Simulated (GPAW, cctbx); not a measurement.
# What do these deviations say about the bonding?

ZnPb2I6, I4/mmm (no. 139), a = 5.5118 Å, b = 5.5118 Å, c = 22.8291 Å, α = 90.00°, β = 90.00°, γ = 90.00°.

| atom | mult. | x | y | z |
| --- | --- | --- | --- | --- |
| Pb1 | 4 | 0 | 0 | 0.1671 |
| I1 | 4 | 1/2 | 0 | 0 |
| I2 | 4 | 0 | 1/2 | 1/4 |
| I3 | 4 | 0 | 0 | 0.3718 |
| Zn1 | 2 | 1/2 | 1/2 | 0 |

The cell comes from substitution in a known structure type and wasn't matched to any measured phase.

Absolute values of the static structure factors of the conventional cell from DFT (PBE, GPAW) against free spherical atoms, in electrons:

```csv
hkl,d (Å),free atoms,crystal
002,11.415,112.62,112.23
004,5.707,102.93,103.43
101,5.358,38.38,38.83
103,4.464,216.75,215.29
110,3.897,166.26,165.04
006,3.805,376.60,376.15
112,3.688,104.97,105.22
105,3.516,215.80,216.33
114,3.219,635.77,636.40
008,2.854,428.22,427.95
```

**Question.** Which way does charge move, and which reflections show it best?

Project each element's phase sum on the total phase. |F| rises if density moves to atoms that scatter in phase and falls if it moves to atoms that scatter against it; the rule is for low angles, since changes of shape take over beyond. Where all elements are in phase the terms compete, and the compactness of the donor's and the acceptor's density matters too.

| hkl | Pb in phase | I in phase | Zn in phase | change (e) | (%) |
| --- | --- | --- | --- | --- | --- |
| 002 | +2.0 | +0.2 | -2.0 | -0.39 | -0.3 |
| 004 | -2.0 | +4.0 | +2.0 | +0.50 | +0.5 |
| 101 | -2.0 | +2.8 | +2.0 | +0.45 | +1.2 |
| 103 | +4.0 | -3.0 | +2.0 | -1.47 | -0.7 |
| 110 | +4.0 | -4.0 | +2.0 | -1.22 | -0.7 |
| 006 | +4.0 | +0.5 | +2.0 | -0.45 | -0.1 |
| 112 | +2.0 | +0.2 | -2.0 | +0.26 | +0.2 |
| 105 | +2.0 | +2.5 | -2.0 | +0.52 | +0.2 |

Low-angle reflections that set elements apart and change by more than 0.05 e: 002, 004, 101, 103, 110, 006, 112 and 105. The signs fit a gain of density on I and a loss on Pb and Zn, apart from 112. The best witness is 101, +1.2 %, where I enters with +2.8. The real-space density agrees: Voronoi charges Pb +0.49, I -0.20, Zn +0.25 e. The shortest bond, I–Zn, has Δρ = +0.03 e/Å³ at its midpoint.

[Outputs are excerpts: Python notices, other lines and further rows are left out; steps that failed or that the build refused (PBEsol, TPSS) are not shown.]

[Logs are printed without paths, hosts, clocks, repeated set-up lines and the standing remarks that a program may print on its own settings, such as how far it seeks lower states.]
